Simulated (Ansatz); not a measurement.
# Si on Ag(111): change of the work function, part 2 of 2

How does Si on the fcc site change the work function of Ag(111) as the layer fills?

Ansatz 0.2.0; plane-wave DFT, PBE, Ansatz PAW.

So far, work function, upper face (eV): step 2 (the clean slab) 4.47; step 3 (37 atoms, coverage 0.111 ML, cell 3x3) 4.63.

### Step 4. Adsorbate added, k-mesh 6×6×1, coverage 0.25 ML

System of this step: Si/Ag(111). The cell holds 17 atoms: 16 Ag and 1 Si. Its edges and angles: a = 5.784 Å, b = 5.784 Å, c = 27.202 Å, α = 90.0°, β = 90.0°, γ = 60.0°. Vacuum lies along c.

Another coverage, to see how the dipoles act on each other as their distance changes.

Contents of input.yaml:

```yaml
crystal:
  lattice:
    - [5.7841334702, 1.0e-10, 0.0]
    - [2.892066735, 5.0092065241, 0.0]
    - [0.0, 0.0, 27.2020003268]
  atoms:
    - { symbol: Ag, position: [0.0, 0.0, 0.3308580212] }
    - { symbol: Ag, position: [0.1666666667, 0.1666666667, 0.4176664387] }
    - { symbol: Ag, position: [0.3333333333, 0.3333333333, 0.5054791142] }
    - { symbol: Ag, position: [0.0, 0.0, 0.5941195892] }
    - { symbol: Ag, position: [0.0, 0.5, 0.3308580212] }
    - { symbol: Ag, position: [0.1666666667, 0.6666666667, 0.4176664387] }
    - { symbol: Ag, position: [0.3333333333, 0.8333333333, 0.5054791142] }
    - { symbol: Ag, position: [0.0, 0.5, 0.5941195892] }
    - { symbol: Ag, position: [0.5, 0.0, 0.3308580212] }
    - { symbol: Ag, position: [0.6666666667, 0.1666666667, 0.4176664387] }
    - { symbol: Ag, position: [0.8333333333, 0.3333333333, 0.5054791142] }
    - { symbol: Ag, position: [0.5, 0.0, 0.5941195892] }
    - { symbol: Ag, position: [0.5, 0.5, 0.3308580212] }
    - { symbol: Ag, position: [0.6666666667, 0.6666666667, 0.4176664387] }
    - { symbol: Ag, position: [0.8333333333, 0.8333333333, 0.5054791142] }
    - { symbol: Ag, position: [0.5, 0.5, 0.5941195892] }
    - { symbol: Si, position: [0.1666666667, 0.1666666667, 0.6691419788] }
kpoints:
  mp_grid: { grid: [6, 6, 1] }
hamiltonian:
  xc: pbe
scf:
  occupations: { method: fermi_dirac, width: 0.1 }
  convergence: { dr2_threshold: 1.0e-08 }
efield:
  axis: 3
  dipole_correction: true
  ramp_position: 0.97
  ramp_width: 0.06
relax:
  f_tol: 0.02
  max_steps: 60
  constraints: [{ sites: [0, 1, 4, 5, 8, 9, 12, 13] }]
output:
  dos: { projected: true, e_range: [-8, 4] }
  write_potential: true
  write_density: true
  volumetric_format: npy
  elf: true
```

Started as:

```console
> ansatz run input.yaml --threads 4 --pin off --max-ram 16384MiB --backend cpu --events-out ev --progress --plain --runs-dir out
```

Wall time 1.8 min (4 threads of Intel Xeon Platinum 8259CL at 2.50GHz (Skylake/Cascade Lake), shared host); peak memory 3.4 GiB; 6.8 min of CPU time.

Relaxation path:

```
step  energy less that of the first step (eV)  largest force component (eV/Å)
   1                                   0.0000                          1.2282
   2                                  -0.1871                          0.3431
   3                                  -0.2016                          0.1146
   4                                  -0.2043                          0.0178
```

Forces are held to the 6 operations that the program found; a distortion that breaks them can't arise in this run.

The atoms that moved most (Å):

```
atom      dx      dy      dz  length
Si17   0.000   0.000  -0.281   0.281
Ag16   0.000   0.000   0.216   0.216
 Ag4  -0.036  -0.021  -0.013   0.044
Ag12   0.036  -0.021  -0.013   0.044
 Ag8   0.000   0.042  -0.013   0.044
Ag11  -0.009   0.005   0.020   0.022
 Ag3   0.009   0.005   0.020   0.022
 Ag7   0.000  -0.011   0.020   0.022
```

The relaxed structure:

```
Ag Si
1.0
     5.78413    0.00000    0.00000
     2.89207    5.00921    0.00000
     0.00000    0.00000   27.20200
Ag Si
16 1
Direct
  0.00000 0.00000 0.33086
  0.16667 0.16667 0.41767
  0.33440 0.33440 0.50620
  0.99579 0.99579 0.59365
  0.00000 0.50000 0.33086
  0.16667 0.66667 0.41767
  0.33440 0.83121 0.50620
  0.99579 0.50841 0.59365
  0.50000 0.00000 0.33086
  0.66667 0.16667 0.41767
  0.83121 0.33440 0.50620
  0.50841 0.99579 0.59365
  0.50000 0.50000 0.33086
  0.66667 0.66667 0.41767
  0.83333 0.83333 0.50480
  0.50000 0.50000 0.60207
  0.16667 0.16667 0.65882
```

Numbers from this step:

| Property | Result |
| --- | --- |
| energy at zero smearing | -122080.5098 eV |
| work function, upper face | 4.802 eV |
| work function, lower face | 4.528 eV |
| dipole along the normal | -0.04394 e·Å |
| step between the vacuum levels | 0.2744 eV |

The density of states has structure finer than the step of the table below, so its rows give means over 0.5 eV. Peaks (eV: height): -5.02: 79.2, -4.78: 99.4, -4.66: 74.1, -4.54: 102, -3.94: 85.7, -3.82: 85.2, -3.04: 83.0.

Table of density of states by energy, zero at the Fermi level; means over each step:

energy (eV), density of states (states/eV a cell) and a bar:
```
     -7.5          0 
     -7.0          1 #
     -6.5          2 #
     -6.0         28 ##############
     -5.5         48 ########################
     -5.0         47 ########################
     -4.5         59 ##############################
     -4.0         53 ###########################
     -3.5         53 ###########################
     -3.0         50 ##########################
     -2.5          4 ##
     -2.0          4 ##
     -1.5          4 ##
     -1.0          5 ##
     -0.5          5 ###
      0.0          7 ####
      0.5          4 ##
      1.0          6 ###
      1.5          5 ##
```

Projected DOS per atom over height of the atomic layer and energy from the Fermi level. Layers: Ag4 Ag4 Ag4 Ag4 Si from below.

Ten even steps from '_' (0.00 states/eV) to '@' (4.06 states/eV), each cell a mean:
```
________::
________..
________::
________..
________==
________::
________::
________..
________..
__________
==--==..__
@@%%%%##__
@@**%%%%..
@@****##__
%%@@%%%%__
++++****__
**%%**##__
::##++--__
__________
__________
__________
__________
```
Columns: height of the atomic layer (Å) from 9 to 17.9 (not evenly spaced); rows upwards: energy from the Fermi level (eV) from -7.96 to 1.95.

ELF in the ca plane at fractional y = 0.167, with atoms of Ag and Si within 0.2 Å of it. It is the smooth field of the valence electrons, not physical close to the nuclei.

Values, 8 rows by 16 columns, each cell a mean:
```
0.26 0.16 0.17 0.17 0.31 0.22 0.23 0.29 0.39 0.59 0.44 0.11 0.01 0.00 0.00 0.00
0.19 0.24 0.40 0.19 0.21 0.18 0.19 0.21 0.18 0.12 0.05 0.01 0.00 0.00 0.00 0.00
0.19 0.37 0.71 0.25 0.19 0.17 0.17 0.20 0.14 0.03 0.00 0.00 0.00 0.00 0.00 0.00
0.19 0.25 0.43 0.19 0.20 0.17 0.19 0.21 0.18 0.11 0.05 0.01 0.00 0.00 0.00 0.00
0.26 0.16 0.17 0.17 0.31 0.21 0.23 0.29 0.37 0.56 0.41 0.10 0.01 0.00 0.00 0.00
0.19 0.24 0.40 0.19 0.21 0.17 0.18 0.26 0.60 0.85 0.82 0.32 0.03 0.00 0.00 0.00
0.19 0.37 0.70 0.25 0.18 0.15 0.16 0.34 0.45 0.84 0.91 0.43 0.04 0.00 0.00 0.00
0.19 0.25 0.43 0.19 0.20 0.17 0.18 0.27 0.60 0.85 0.83 0.33 0.03 0.00 0.00 0.00
```
Columns run along c (16.0 Å, from fractional 0.34 to 0.92 of the cell), rows up along a (5.8 Å). Atoms in or near the plane, at fractional coordinates: Ag at (0.42, 0.17), Ag at (0.42, 0.67), Si at (0.66, 0.17).

Electrostatic potential energy in the ca plane at fractional y = 0.167, with atoms of Ag and Si within 0.2 Å of it. With pseudopotentials it is smooth inside the atoms' cores, unlike the true potential.

Ten even steps from '0' (-34 eV) to '9' (8 eV), each cell a mean:
```
57899888998754688865578888999999999999999999
57899888998754688864579999999999999999999999
78887545789876789877789999999999999999999999
89984101489988999998899999999999999999999999
99972000379999999999999999999999999999999999
99973000379999999999999999999999999999999999
88986323689888899987889999999999999999999999
67898777898755789865689999999999999999999999
47899888998644688864578999999999999999999999
67898777898765789876678777899999999999999999
88986323689888899988886313689999999999999999
99973000379999999999884000379999999999999999
99972000379999999999873000279999999999999999
89984101489988999998885100489999999999999999
78887545799877889887787656799999999999999999
```
Columns run along c (16.0 Å, from fractional 0.34 to 0.92 of the cell; values clipped at the 3rd and 97th percentile), rows up along a (5.8 Å). Atoms in or near the plane, at fractional coordinates: Ag at (0.42, 0.17), Ag at (0.42, 0.67), Si at (0.66, 0.17).

Valence density in the ca plane at fractional y = 0.167, with atoms of Ag and Si within 0.2 Å of it. It is the smooth field of the valence electrons, not physical close to the nuclei.

Ten steps, logarithmic in the rise over the least value, from '0' (0 e/Å³) to '9' (18 e/Å³), each cell a mean:
```
43111111111244321234421111000000000000000000
43111121111344321234421100000000000000000000
22112444211233211123221000000000000000000000
11125787421111111111110000000000000000000000
11136998621111100011110000000000000000000000
11125898521111110111110000000000000000000000
21113665311122111122211000000000000000000000
32111232111233211233321000000000000000000000
43111111111344321234421110000000000000000000
32111232111233211123322111100000000000000000
21113665311122111112222222210000000000000000
11125898521111100111122111210000000000000000
11136998621111100011122101211000000000000000
11124787421111110111122212210000000000000000
32112443211222211122222222110000000000000000
```
Columns run along c (16.0 Å, from fractional 0.34 to 0.92 of the cell), rows up along a (5.8 Å). Atoms in or near the plane, at fractional coordinates: Ag at (0.42, 0.17), Ag at (0.42, 0.67), Si at (0.66, 0.17).

The relaxation took 4 steps and lowered the energy by 0.20 eV; the largest force on the free atoms ends at 0.018 eV/Å.

By hand: a sheet of dipoles makes a step −p/(ε₀A) in the electron's potential. With e/ε₀ = 180.95 V·Å, p = -0.04394 e·Å and A = 28.97 Å², that is −180.95 × (-0.04394) / 28.97 = +0.274 eV, and the two vacuum levels of the run differ by +0.274 eV.

The covered face has 4.80 eV, +0.33 eV against the clean one; the bare back face has moved by +0.08 eV, a measure of how thin the slab is.

### Step 5. Adsorbate added, k-mesh 6×6×1, coverage 0.5 ML

System of this step: Si/Ag(111). The cell holds 18 atoms: 16 Ag and 2 Si. Cell: a = 5.784 Å, b = 5.784 Å, c = 27.202 Å, α = 90.0°, β = 90.0°, γ = 60.0°. Vacuum lies along c.

Changes to input.yaml since step 4:

```diff
@@ -23,2 +23,3 @@
     - { symbol: Si, position: [0.1666666667, 0.1666666667, 0.6691419788] }
+    - { symbol: Si, position: [0.6666666667, 0.1666666667, 0.6691419788] }
 kpoints:
```

Wall time 3.3 min (4 threads); peak memory 4 GiB.

Relaxation path:

```
step  energy less that of the first step (eV)  largest force component (eV/Å)
   1                                   0.0000                          0.2646
   2                                  -0.0321                          0.2393
   3                                  -0.0439                          0.0420
   4                                  -0.0450                          0.0078
```

The run keeps the 4 symmetry operations that the program found, so distortions that break them were not tested.

The atoms that moved most (Å):

```
atom     dx     dy      dz  length
 Ag8  0.000  0.064   0.114   0.130
Ag16  0.000  0.064   0.114   0.130
Si18  0.000  0.003  -0.030   0.030
Si17  0.000  0.003  -0.030   0.030
Ag11  0.000  0.017   0.021   0.027
 Ag3  0.000  0.017   0.021   0.027
 Ag4  0.000  0.003  -0.014   0.014
Ag12  0.000  0.003  -0.014   0.014
```

Final coordinates:

```cif
data_structure
_symmetry_space_group_name_H-M 'P 1'
_symmetry_Int_Tables_number 1
_cell_length_a 5.7841
_cell_length_b 5.7841
_cell_length_c 27.2020
_cell_angle_alpha 90.000
_cell_angle_beta 90.000
_cell_angle_gamma 60.000
_cell_volume 788.15
loop_
_atom_site_label
_atom_site_type_symbol
_atom_site_fract_x
_atom_site_fract_y
_atom_site_fract_z
_atom_site_occupancy
Ag1 Ag 0.00000 0.00000 0.33086 1
Ag2 Ag 0.16667 0.16667 0.41767 1
Ag3 Ag 0.33166 0.33667 0.50624 1
Ag4 Ag 0.99972 0.00056 0.59362 1
Ag5 Ag 0.00000 0.50000 0.33086 1
Ag6 Ag 0.16667 0.66667 0.41767 1
Ag7 Ag 0.33339 0.83322 0.50576 1
Ag8 Ag 0.99363 0.51275 0.59829 1
Ag9 Ag 0.50000 0.00000 0.33086 1
Ag10 Ag 0.66667 0.16667 0.41767 1
Ag11 Ag 0.83166 0.33667 0.50624 1
Ag12 Ag 0.49972 0.00056 0.59362 1
Ag13 Ag 0.50000 0.50000 0.33086 1
Ag14 Ag 0.66667 0.66667 0.41767 1
Ag15 Ag 0.83339 0.83322 0.50576 1
Ag16 Ag 0.49363 0.51275 0.59829 1
Si17 Si 0.16638 0.16725 0.66803 1
Si18 Si 0.66638 0.16725 0.66803 1
```

The density of states has structure finer than the step of the table below, so its rows give means over 0.5 eV. Peaks (eV: height): -4.69: 93.1, -4.60: 75.3, -4.48: 69.4, -4.39: 69.1, -4.00: 78.3, -3.07: 89.6, -2.95: 69.2.

Density of states against energy, zero at the Fermi level; means over each step:

```
energy (eV)  density of states (states/eV a cell)
       -7.5                                  1.77
       -7.0                                  2.34
       -6.5                                  2.32
       -6.0                                  33.8
       -5.5                                  46.6
       -5.0                                  40.5
       -4.5                                  59.9
       -4.0                                  50.1
       -3.5                                  50.6
       -3.0                                  41.0
       -2.5                                  4.42
       -2.0                                  5.49
       -1.5                                  5.22
       -1.0                                  5.90
       -0.5                                  5.41
        0.0                                  7.89
        0.5                                  5.20
        1.0                                  5.80
        1.5                                  6.97
```

The relaxation took 4 steps and lowered the energy by 0.045 eV; the largest force on the free atoms ends at 0.0078 eV/Å.

The covered face has 4.83 eV, +0.36 eV against the clean one; the bare back face has moved by -0.02 eV, a measure of how thin the slab is.

### Step 6. Adsorbate added, k-mesh 12×12×1, coverage 1 ML

System of this step: Si/Ag(111). The cell holds 5 atoms: 4 Ag and 1 Si. Cell: a = 2.892 Å, b = 2.892 Å, c = 27.202 Å, α = 90.0°, β = 90.0°, γ = 60.0°. Vacuum lies along c.

input.yaml, the sections that differ from step 5:

```yaml
crystal:
  lattice:
    - [2.8920667351, 0.0, 0.0]
    - [1.4460333675, 2.504603262, 0.0]
    - [0.0, 0.0, 27.2020003268]
  atoms:
    - { symbol: Ag, position: [0.0, 0.0, 0.3308580212] }
    - { symbol: Ag, position: [0.3333333333, 0.3333333333, 0.4176664387] }
    - { symbol: Ag, position: [0.6666666667, 0.6666666667, 0.5054791142] }
    - { symbol: Ag, position: [0.0, 0.0, 0.5941195892] }
    - { symbol: Si, position: [0.3333333333, 0.3333333333, 0.6691419788] }
kpoints:
  mp_grid: { grid: [12, 12, 1] }
relax:
  f_tol: 0.02
  max_steps: 60
  constraints: [{ sites: [0, 1] }]
output:
  write_potential: true
  write_density: true
  volumetric_format: npy
# hamiltonian, scf, efield: as in step 5
```

The job ended after 18 s (4 threads; peak memory 0.64 GiB).

Step by step:

```
step  energy less that of the first step (eV)  largest force component (eV/Å)
   1                                   0.0000                          0.7705
   2                                  -0.0610                          0.2571
   3                                  -0.0676                          0.0461
   4                                  -0.0679                          0.0020
```

The run keeps the 6 symmetry operations that the program found, so distortions that break them were not tested.

The atoms that moved most (Å):

```
atom     dx     dy     dz  length
 Si5  0.000  0.000  0.226   0.226
 Ag4  0.000  0.000  0.037   0.037
 Ag3  0.000  0.000  0.020   0.020
```

The relaxed structure:

```cif
data_structure
_symmetry_space_group_name_H-M 'P 1'
_symmetry_Int_Tables_number 1
_cell_length_a 2.8921
_cell_length_b 2.8921
_cell_length_c 27.2020
_cell_angle_alpha 90.000
_cell_angle_beta 90.000
_cell_angle_gamma 60.000
_cell_volume 197.04
loop_
_atom_site_label
_atom_site_type_symbol
_atom_site_fract_x
_atom_site_fract_y
_atom_site_fract_z
_atom_site_occupancy
Ag1 Ag 0.00000 0.00000 0.33086 1
Ag2 Ag 0.33333 0.33333 0.41767 1
Ag3 Ag 0.66667 0.66667 0.50621 1
Ag4 Ag 0.00000 0.00000 0.59546 1
Si5 Si 0.33333 0.33333 0.67746 1
```

The relaxation took 4 steps and lowered the energy by 0.068 eV; the largest force on the free atoms ends at 0.0020 eV/Å.

The covered face has 4.69 eV, +0.22 eV against the clean one; the bare back face has moved by +0.01 eV, a measure of how thin the slab is.

### Step 7. Work function against coverage

This step: plane-wave DFT, PBE, Ansatz PAW; work function against coverage (Ansatz 0.2.0).

The runs are now put side by side.

This step gave:

| Property | Result |
| --- | --- |
| work function of the clean face | 4.469 eV |
| largest change of the work function | 0.3612 eV |

Work function of the covered face against coverage:

```
coverage (adsorbates/nm²)  work function of the covered face (eV)
                     0.00                                    4.47
                     1.53                                    4.63
                     3.45                                    4.80
                     6.90                                    4.83
                    13.81                                    4.69
```

The dipole per adsorbate comes from the change of the cell's dipole. Coverage, by row:

```
coverage (1/nm²)  coverage (ML)  work function (eV)  change (eV)  dipole per adsorbate, positive end outwards (debye)  mean height of the added atoms over the highest substrate atom (Å)
           1.534         0.1111               4.627        0.158                                               -0.257                                                               1.738
           3.451           0.25               4.802       0.3328                                               -0.196                                                               1.544
           6.903            0.5               4.831       0.3612                                               -0.147                                                               1.897
           13.81              1               4.691       0.2211                                               -0.041                                                               2.231
```

### Step 8. What came out

* work function of the clean face: 4.47 eV
* work function at 0.11 ML: 4.63 eV
* work function at 0.25 ML: 4.80 eV
* work function at 0.5 ML: 4.83 eV
* work function at 1 ML: 4.69 eV
* dipole per adsorbate at 0.11 ML, positive end outwards: -0.26 D

What this shows: Si raises the work function of Ag(111) at the lowest coverage, by 0.16 eV: the adsorbate layer has its negative end outwards. The dipole per adsorbate falls from 0.26 to 0.04 D as the layer fills. Neighbouring dipoles depolarise each other, and heights and bonding change with coverage too. The slab has 4 layers, at the tabulated experimental lattice constant, one starting site was run, and quantum-size effects of a slab this thin can reach one or two tenths of an eV.

[Long decimals in the printed logs are rounded to 6 places.]

[Logs are printed without paths, hosts, clocks, repeated set-up lines and the standing remarks that a program may print on its own settings, such as how far it seeks lower states.]

[Hosts, paths, dates, database ids (printed as entryN), source tags and the programs' standing remarks are cut or masked in the printed files.]

[Maps of the electrostatic potential energy from Ansatz leave out the sawtooth potential of an applied field or a dipole correction, so their vacuum need not be flat; planar profiles and work functions include it.]

[The density of states shown here was stored with 400 of the rows of the run's finer table, so its peaks can read low, often by over a quarter, or be missed, and its means over a window can be off by a tenth or more.]
